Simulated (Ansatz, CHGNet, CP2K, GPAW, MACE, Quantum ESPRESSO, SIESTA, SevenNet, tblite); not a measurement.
# Running random rutile alloy of IrO2 and SiO2 (96 atoms) with CP2K

How do the settings of CP2K change the result for random rutile alloy of IrO2 and SiO2 (96 atoms)? A plane-wave run serves as the yardstick.

Program: CP2K 2026.2. Level of theory: the method is named at each step. Results are calculated unless marked as measured.

## Step 1: The starting structure

The cell holds 96 atoms: 16 Si, 64 O and 16 Ir. Cell: a = 8.677 Å, b = 8.677 Å, c = 11.638 Å, α = 90.0°, β = 90.0°, γ = 90.0°. It derives from IrO2 (rutile), repeated 2×2×4. Rutile IrO2, 2 x 2 x 4 conventional cells, 16 of 32 Ir sites given to Si at random (x = 0.500), lattice by Vegard's rule (cell 4.338, 4.338, 2.909, 90, 90, 90); every coordinate displaced by a Gaussian of 0.07 Å. Then every atom was moved at random, 0.03 Å r.m.s. a Cartesian component.

The yardstick, on the same geometry:

* method: Kohn-Sham DFT, PBE, SSSP efficiency 1.3.0 pseudopotentials, plane waves (Quantum ESPRESSO 7.5); sssp-pbe-1.3.0-efficiency, cutoffs 60/480 Ry, Γ point
* r.m.s. force component: 3.975 eV/Å
* longest force: 18.02 eV/Å
* pressure: 35.13 GPa
* time: 4.5 min on 4 MPI ranks of Arm Neoverse V2, shared host
* CPU time: 18 min

## Step 2: PBE, DZVP-UZH, 600/50 Ry, diagonalisation

Method: Kohn-Sham DFT, PBE, GTH-PBE pseudopotentials, Gaussian and plane waves, DZVP-MOLOPT (UZH set), diagonalisation.

File input.inp:

```
&GLOBAL
  PROJECT cell
  RUN_TYPE ENERGY_FORCE
  PRINT_LEVEL LOW
&END GLOBAL
&FORCE_EVAL
  METHOD QS
  STRESS_TENSOR ANALYTICAL
  &DFT
    BASIS_SET_FILE_NAME BASIS_MOLOPT_UZH
    POTENTIAL_FILE_NAME POTENTIAL_UZH
    &MGRID
      CUTOFF 600
      REL_CUTOFF 50
      NGRIDS 5
    &END MGRID
    &QS
      EPS_DEFAULT 1.0E-12
    &END QS
    &SCF
      SCF_GUESS ATOMIC
      EPS_SCF 1.0E-06
      MAX_SCF 200
      ADDED_MOS 60
      &DIAGONALIZATION
        ALGORITHM STANDARD
      &END DIAGONALIZATION
      &SMEAR ON
        METHOD FERMI_DIRAC
        ELECTRONIC_TEMPERATURE [K] 580
      &END SMEAR
      &MIXING
        METHOD BROYDEN_MIXING
        ALPHA 0.15
        NBROYDEN 8
      &END MIXING
      &PRINT
        &RESTART OFF
        &END RESTART
      &END PRINT
    &END SCF
    &XC
      &XC_FUNCTIONAL PBE
      &END XC_FUNCTIONAL
    &END XC
    &PRINT
      &MULLIKEN ON
      &END MULLIKEN
      &LOWDIN ON
      &END LOWDIN
      &MO ON
        EIGENVALUES T
        OCCUPATION_NUMBERS T
        MO_INDEX_RANGE 349 372
        &EACH
          QS_SCF 0
        &END EACH
        ADD_LAST NUMERIC
      &END MO
    &END PRINT
  &END DFT
  &SUBSYS
    &CELL
      A 8.67700 0.00000 0.00000
      B 0.00000 8.67700 0.00000
      C 0.00000 0.00000 11.63800
    &END CELL
    &COORD
      Si 0.15115 0.09536 0.04178
      Si 2.14912 2.09845 1.45778
      O 1.23890 1.21868 11.48298
      O 2.93664 3.09344 0.13337
      O 0.95326 3.60200 1.54681
      O 3.55505 0.86944 1.50212
      Ir 8.64082 0.00564 2.97875
      Ir 2.24838 2.08769 4.26253
      O 1.32611 1.29817 2.98259
      O 2.90419 2.94931 2.85178
      O 0.76149 3.42507 4.29093
      O 3.54542 0.82041 4.43478
      Ir 8.54797 8.63865 5.86031
      Ir 2.23667 2.06270 7.35964
      O 1.18484 1.18606 5.93038
      O 2.98697 3.17977 5.95772
      O 0.74015 3.57484 7.20043
      O 3.47583 0.82379 7.12257
      Si 0.09796 0.08373 8.75899
      Ir 2.24500 1.99502 10.15951
      O 1.29122 1.30832 8.74642
      O 2.97326 3.04849 8.76749
      O 0.93902 3.34377 10.14100
      O 3.51748 0.69572 10.25529
      Si 8.66424 4.22188 0.07635
      Si 2.30704 6.34072 1.35641
      O 1.40411 5.79094 0.02281
      O 3.04537 7.30291 0.01676
      O 0.76627 7.87082 1.38446
      O 3.63610 5.16872 1.45103
      Si 0.14751 4.32982 2.89391
      Si 2.19511 6.51027 4.50356
      O 1.21504 5.61697 2.94046
      O 3.12728 7.41788 2.89379
      O 0.89434 7.80340 4.32631
      O 3.41796 5.06459 4.37461
      Ir 8.58954 4.24939 5.83250
      Ir 2.21576 6.57743 7.19985
      O 1.28706 5.56560 5.87626
      O 3.03331 7.42439 5.72834
      O 0.99204 7.86830 7.30750
      O 3.62994 5.17158 7.34730
      Ir 0.06933 4.37373 8.72384
      Si 2.14261 6.51625 10.11354
      O 1.28749 5.79528 8.68788
      O 2.91781 7.31324 8.74014
      O 0.85902 7.68210 9.99704
      O 3.56217 5.17791 10.34141
      Si 4.35733 8.62763 11.62776
      Ir 6.54081 2.22825 1.54541
      O 5.66027 1.20229 11.62043
      O 7.30786 3.05786 11.49951
      O 5.11336 3.50811 1.40517
      O 7.82587 0.85078 1.43287
      Si 4.44098 8.65184 2.86679
      Ir 6.49014 2.27337 4.35762
[... 36 atom lines left out ...]
      O 5.57610 5.60985 8.84907
      O 7.31055 7.35749 8.71849
      O 5.33818 7.92384 10.36573
      O 7.91299 5.17253 10.27356
    &END COORD
    &KIND Si
      BASIS_SET DZVP-MOLOPT-PBE-GTH-q4
      POTENTIAL GTH-PBE-q4
    &END KIND
    &KIND O
      BASIS_SET DZVP-MOLOPT-PBE-GTH-q6
      POTENTIAL GTH-PBE-q6
    &END KIND
    &KIND Ir
      BASIS_SET DZVP-MOLOPT-PBE-GTH-q17
      POTENTIAL GTH-PBE-q17
    &END KIND
  &END SUBSYS
  &PRINT
    &FORCES ON
    &END FORCES
    &STRESS_TENSOR ON
    &END STRESS_TENSOR
  &END PRINT
&END FORCE_EVAL
```

Launch:

```bash
> OMP_NUM_THREADS=1 mpirun -np 4 cp2k.psmp -i input.inp > output.txt
```

Numbers of over 12 decimals in the logs are rounded to 6 here.

Output:

```text
CP2K| version string:                                       CP2K version 2026.2
 CP2K| Input file name                                                 input.inp
 GLOBAL| Basis set file name                                    BASIS_MOLOPT_UZH
 GLOBAL| Potential file name                                       POTENTIAL_UZH
 GLOBAL| Run type                                                   ENERGY_FORCE
 GLOBAL| Total number of message passing processes                             4
 GLOBAL| Number of threads for this process                                    1
 TOTAL NUMBERS AND MAXIMUM NUMBERS
  Total number of            - Atomic kinds:                                   3
                             - Atoms:                                         96
                             - Shell sets:                                    96
                             - Shells:                                       528
                             - Primitive Cartesian functions:                496
                             - Cartesian basis functions:                   1616
                             - Spherical basis functions:                   1456
  Maximum angular momentum of- Orbital basis functions:                        3
                             - Local part of the GTH pseudopotential:          2
                             - Non-local part of the GTH pseudopotential:      4
 SCF PARAMETERS         Density guess:                                    ATOMIC
                        max_scf:                                             200
                        eps_scf:                                        1.00E-06
                        added MOs                                        60    0
                        Mixing method:                            BROYDEN_MIXING
                                                charge density mixing in g-space
                        Smear method:                                FERMI_DIRAC
                        Electronic temperature [K]:                        580.0
                        Electronic temperature [a.u.]:                  1.84E-03
                        Accuracy threshold:                             1.00E-10
 Extrapolation method: initial_guess
 Number of electrons:                                                        720
 Number of occupied orbitals:                                                360
 Number of molecular orbitals:                                               420
 Number of orbital functions:                                               1456
 Number of independent orbital functions:                                   1456
 SCF WAVEFUNCTION OPTIMIZATION
  Step     Update method      Time    Convergence         Total energy    Change
     1 NoMix/Diag. 0.15E+00    5.3     1.01189360     -2791.7191710540 -2.79E+03
     2 Broy./Diag. 0.15E+00    7.2     0.89106172     -2692.5303411988  9.92E+01
     3 Broy./Diag. 0.15E+00    7.2     1.10476693     -2729.6166976123 -3.71E+01
     4 Broy./Diag. 0.15E+00    7.2     0.36551455     -2760.1082406901 -3.05E+01
     5 Broy./Diag. 0.15E+00    7.2     0.59774859     -2770.9570874402 -1.08E+01
     6 Broy./Diag. 0.15E+00    7.2     0.33323566     -2772.3316629222 -1.37E+00
     7 Broy./Diag. 0.15E+00    7.2     0.55478326     -2774.6892562451 -2.36E+00
[...]
30 Broy./Diag. 0.15E+00    7.3     0.00000509     -2771.3327160281  5.31E-06
    31 Broy./Diag. 0.15E+00    7.3     0.00000360     -2771.3327195916 -3.56E-06
    32 Broy./Diag. 0.15E+00    7.3     0.00000091     -2771.3327222257 -2.63E-06
  *** SCF run converged in    32 steps ***
  Electronic density on regular grids:       -720.0000000000        0.0000000000
  Core density on regular grids:              719.9999999996       -0.0000000004
  Total charge density on r-space grids:       -0.0000000004
  Total charge density g-space grids:          -0.0000000004
  Overlap energy of the core charge distribution:               9.97768e-06
  Self energy of the core charge distribution:              -5377.397976
  Core Hamiltonian energy:                                   1383.832697
  Hartree energy:                                            1641.691902
  Exchange-correlation energy:                               -419.450156
  Electronic entropic energy:                                  -0.00919854
  Fermi energy:                                                 0.409047
  Total energy:                                             -2771.332722
  Total energy (extrapolated to T->0):                      -2771.328123
 MO| EIGENVALUES AND OCCUPATION NUMBERS
 MO|
 MO|  Index      Eigenvalue [a.u.]        Eigenvalue [eV]             Occupation
 MO|    349               0.379798              10.334822               2.000000
 MO|    350               0.382850              10.417865               1.999999
 MO|    351               0.385348              10.485844               1.999995
 MO|    352               0.388121              10.561311               1.999977
 MO|    353               0.390548              10.627361               1.999915
 MO|    354               0.394977              10.747860               1.999058
[...]
MO|    370               0.483165              13.147590               0.000000
 MO|    371               0.492279              13.395595               0.000000
 MO|    372               0.494768              13.463325               0.000000
 MO| Sum:                                                             720.000000
 MO| E(Fermi):            0.409047 a.u.         11.130736 eV
 !-----------------------------------------------------------------------------!
                     Mulliken Population Analysis
 #  Atom  Element  Kind  Atomic population                           Net charge
       1     Si       1          2.674789                              1.325211
       2     Si       1          2.653068                              1.346932
       3     O        2          6.455820                             -0.455820
       4     O        2          6.501693                             -0.501693
       5     O        2          6.710955                             -0.710955
       6     O        2          6.727033                             -0.727033
[...]
# Total charge                            720.000000                 -0.000000
 !-----------------------------------------------------------------------------!
 LOWDIN POPULATION ANALYSIS
 #  Atom  Element  Kind  Atomic population                           Net charge
[...]
94     O        2          5.973367                              0.026633
      95     O        2          5.936063                              0.063937
      96     O        2          5.874235                              0.125765
 # Total charge                            720.000000                 -0.000000
 ENERGY| Total FORCE_EVAL ( QS ) energy [hartree]          -2771.332735
 FORCES| Atomic forces [hartree/bohr]
 FORCES|   Atom     x               y               z               |f|
 FORCES|      1 -1.00888400E-01 -8.20161127E-02 -9.43966846E-03   1.30361878E-01
 FORCES|      2  3.12772276E-02  1.02882192E-02 -3.61122480E-03   3.31233054E-02
 FORCES|      3  2.61143479E-02  1.99043587E-02  1.10618770E-01   1.15389145E-01
 FORCES|      4 -4.52657924E-02 -7.25916286E-02  2.33195303E-03   8.55802226E-02
 FORCES|      5 -2.68345537E-02 -3.31173492E-02 -3.96059636E-02   5.81849160E-02
 FORCES|      6 -1.95373045E-02  5.75029172E-03 -1.65698348E-02   2.62551242E-02
[...]
FORCES|     94  4.32908639E-02  2.75357328E-02 -9.12383765E-02   1.04674528E-01
 FORCES|     95 -7.56558212E-02  3.52080841E-02 -6.78220438E-02   1.07532516E-01
 FORCES|     96  1.88578682E-02 -1.43693851E-02  2.32120639E-02   3.31797880E-02
 FORCES| Sum     6.46544652E-03 -4.02460776E-03  2.52976984E-03
 FORCES| Total atomic force                                       8.02491133E-03
 STRESS| Analytical stress tensor [bar]
 STRESS|                        x                   y                   z
 STRESS|      x        2.99877489925E+05   2.52925018317E+04   9.65024935224E+03
 STRESS|      y        2.52925018317E+04   3.03232444255E+05  -1.92217605724E+04
 STRESS|      z        9.65024935224E+03  -1.92217605724E+04   4.41091736839E+05
 STRESS| 1/3 Trace                                             3.48067223673E+05
```

The job ended after 4.3 min (4 MPI ranks of Arm Neoverse V2, shared host; peak memory 4.5 GiB).

Banners, paths, timers and routine set-up lines are dropped from the logs unmarked, and long logs keep their key lines alone; longer cuts are marked.

Compared with the plane-wave run:

```
r.m.s. force component                  : 3.957 eV/Å
r.m.s. difference of force components   : 104.4 meV/Å
longest difference of force vectors     : 363.5 meV/Å
force difference over r.m.s. force      : 2.626 %
slope of forces against the reference's : 0.9952
correlation of force components         : 0.9997
pressure                                : 34.81 GPa
pressure difference                     : -0.3206 GPa
```

Length of the force difference by element (eV/Å):

```csv
element,atoms,mean,most
Ir,16,0.15,0.34
O,64,0.19,0.36
Si,16,0.089,0.16
```

Local excerpt of 9 atoms (numbers count through the whole input) about O29, which has 2 bonded neighbours where the commonest count for O is 3; x, y, z are measured from there.

```csv
atom,x,y,z,distance (Å),bonds,Mulliken charge (e),Fx,Fy,Fz (eV/Å)
O29,0.00,0.00,0.00,0.00,2,-0.60,1.84,-1.18,-0.96
Si1,-0.62,0.90,-1.34,1.73,6,1.33,-5.19,-4.22,-0.49
Ir7,-0.80,0.81,1.59,1.96,6,0.51,0.30,-0.16,-3.93
Si26,1.54,-1.53,-0.03,2.17,5,1.40,-0.76,2.89,1.85
O54,-1.62,1.66,0.05,2.32,3,-0.44,0.93,-0.24,-1.80
O76,-2.05,-0.46,-1.42,2.53,3,-0.56,1.61,0.92,4.07
O27,0.64,-2.08,-1.36,2.57,3,-0.68,-1.06,-2.50,-0.79
O3,0.47,2.02,-1.54,2.59,3,-0.46,1.34,1.02,5.69
O9,0.56,2.10,1.60,2.70,3,-0.31,-1.17,-0.82,-6.95
```

Forces lie 2.6 % from the reference's, at 0.96 times its CPU time.

## Step 3: PBE, SZV-MOLOPT-SR, 600/50 Ry, diagonalisation

Method: Kohn-Sham DFT, PBE, GTH-PBE pseudopotentials, Gaussian and plane waves, SZV-MOLOPT-SR-GTH, diagonalisation.

Changes to input.inp since step 2:

```diff
@@ -9,4 +9,4 @@
   &DFT
-    BASIS_SET_FILE_NAME BASIS_MOLOPT_UZH
-    POTENTIAL_FILE_NAME POTENTIAL_UZH
+    BASIS_SET_FILE_NAME BASIS_MOLOPT
+    POTENTIAL_FILE_NAME GTH_POTENTIALS
     &MGRID
@@ -23,3 +23,3 @@
       MAX_SCF 200
-      ADDED_MOS 60
+      ADDED_MOS 48
       &DIAGONALIZATION
@@ -68,6 +68,31 @@
     &COORD
-[... 96 atom lines left out: the same atoms as in the first run ...]
+      SCALED
+      Si 0.01742 0.01099 0.00359
+      Si 0.24768 0.24184 0.12526
+      O 0.14278 0.14045 0.98668
+      O 0.33844 0.35651 0.01146
+      O 0.10986 0.41512 0.13291
+      O 0.40971 0.10020 0.12907
+      Ir 0.99583 0.00065 0.25595
+      Ir 0.25912 0.24060 0.36626
+      O 0.15283 0.14961 0.25628
+      O 0.33470 0.33990 0.24504
+      O 0.08776 0.39473 0.36870
+      O 0.40860 0.09455 0.38106
+      Ir 0.98513 0.99558 0.50355
+      Ir 0.25777 0.23772 0.63238
+      O 0.13655 0.13669 0.50957
+      O 0.34424 0.36646 0.51192
+      O 0.08530 0.41199 0.61870
+      O 0.40058 0.09494 0.61201
+      Si 0.01129 0.00965 0.75262
+      Ir 0.25873 0.22992 0.87296
+[... 72 atom lines left out ...]
+      O 0.64263 0.64652 0.76036
+      O 0.84252 0.84793 0.74914
+      O 0.61521 0.91320 0.89068
+      O 0.91195 0.59612 0.88276
     &END COORD
     &KIND Si
-      BASIS_SET DZVP-MOLOPT-PBE-GTH-q4
+      BASIS_SET SZV-MOLOPT-SR-GTH-q4
       POTENTIAL GTH-PBE-q4
@@ -75,3 +100,3 @@
     &KIND O
-      BASIS_SET DZVP-MOLOPT-PBE-GTH-q6
+      BASIS_SET SZV-MOLOPT-SR-GTH-q6
       POTENTIAL GTH-PBE-q6
@@ -79,3 +104,3 @@
     &KIND Ir
-      BASIS_SET DZVP-MOLOPT-PBE-GTH-q17
+      BASIS_SET SZV-MOLOPT-SR-GTH-q17
       POTENTIAL GTH-PBE-q17
```

Launch:

```bash
> OMP_NUM_THREADS=2 cp2k.psmp -i input.inp > output.txt
```

Output:

```text
CP2K| version string:                                       CP2K version 2026.2
 CP2K| Input file name                                                 input.inp
 GLOBAL| Basis set file name                                        BASIS_MOLOPT
 GLOBAL| Potential file name                                      GTH_POTENTIALS
 GLOBAL| Run type                                                   ENERGY_FORCE
 GLOBAL| Total number of message passing processes                             1
 GLOBAL| Number of threads for this process                                    2
[... lines left out ...]
                        Smear method:                                FERMI_DIRAC
[... lines left out ...]
 Number of electrons:                                                        720
[... lines left out ...]
  Step     Update method      Time    Convergence         Total energy    Change
[... lines left out ...]
  *** SCF run converged in    35 steps ***
[... lines left out ...]
  Fermi energy:                                                 0.451738
  Total energy:                                             -2770.093554
  Total energy (extrapolated to T->0):                      -2770.088886
[... lines left out ...]
 MO| E(Fermi):            0.451738 a.u.         12.292429 eV
[... lines left out ...]
      95     O        2          6.532575                             -0.532575
      96     O        2          6.514934                             -0.514934
 # Total charge                            720.000000                 -0.000000
 ENERGY| Total FORCE_EVAL ( QS ) energy [hartree]          -2770.093553
 FORCES| Atomic forces [hartree/bohr]
 FORCES|   Atom     x               y               z               |f|
 FORCES|      1 -1.43792838E-01 -1.10430904E-01 -4.37845366E-02   1.86516622E-01
 FORCES|      2  9.03734513E-03  4.85226794E-03 -2.36687480E-02   2.57958862E-02
 FORCES|      3  5.69675743E-02  4.21654402E-02  1.21246592E-01   1.40442034E-01
[...]
FORCES|     95 -7.75834532E-02  3.10254990E-02 -8.84692778E-02   1.21690537E-01
 FORCES|     96  1.03384084E-02 -8.53756868E-03  9.26955852E-03   1.63002295E-02
 FORCES| Sum     6.77612869E-03 -3.70061971E-03  3.51970086E-03
 FORCES| Total atomic force                                       8.48521069E-03
 STRESS| Analytical stress tensor [bar]
 STRESS|                        x                   y                   z
 STRESS|      x        6.05967890719E+05   3.48786456515E+04   1.84298045839E+04
 STRESS|      y        3.48786456515E+04   6.02828118046E+05  -2.51973487230E+04
 STRESS|      z        1.84298045839E+04  -2.51973487230E+04   8.99588222767E+05
 STRESS| 1/3 Trace                                             7.02794743844E+05
```

Run time: 3.3 min. Hardware: 2 threads; peak memory 2.2 GiB; 6.1 min of CPU time.

Numbers from this run, and their distance from the reference:

- r.m.s. force component: 5.235 eV/Å
- r.m.s. difference of force components: 1487 meV/Å
- longest difference of force vectors: 8313 meV/Å
- force difference over r.m.s. force: 37.42 %
- slope of forces against the reference's: 1.297
- correlation of force components: 0.985
- pressure: 70.28 GPa
- pressure difference: 35.15 GPa

This is a coarse setting, run to see what it loses.

Against the first run (2.6 %), the force difference from the reference is 37 %, at 0.35 times the CPU time (on 2 against 4 cores), with 480 basis functions against 1456; this set comes with other potentials too, so the change isn't the basis's alone.

(Part 1 of 2 ends here.)

[Also dropped from logs without a mark: logging warnings of Python, and SIESTA's first energy breakdown and zero terms.]

[Logs are printed without paths, hosts, clocks, repeated set-up lines and the standing remarks that a program may print on its own settings, such as how far it seeks lower states.]

[Hosts, paths, dates, database ids (printed as entryN), source tags and the programs' standing remarks are cut or masked in the printed files.]
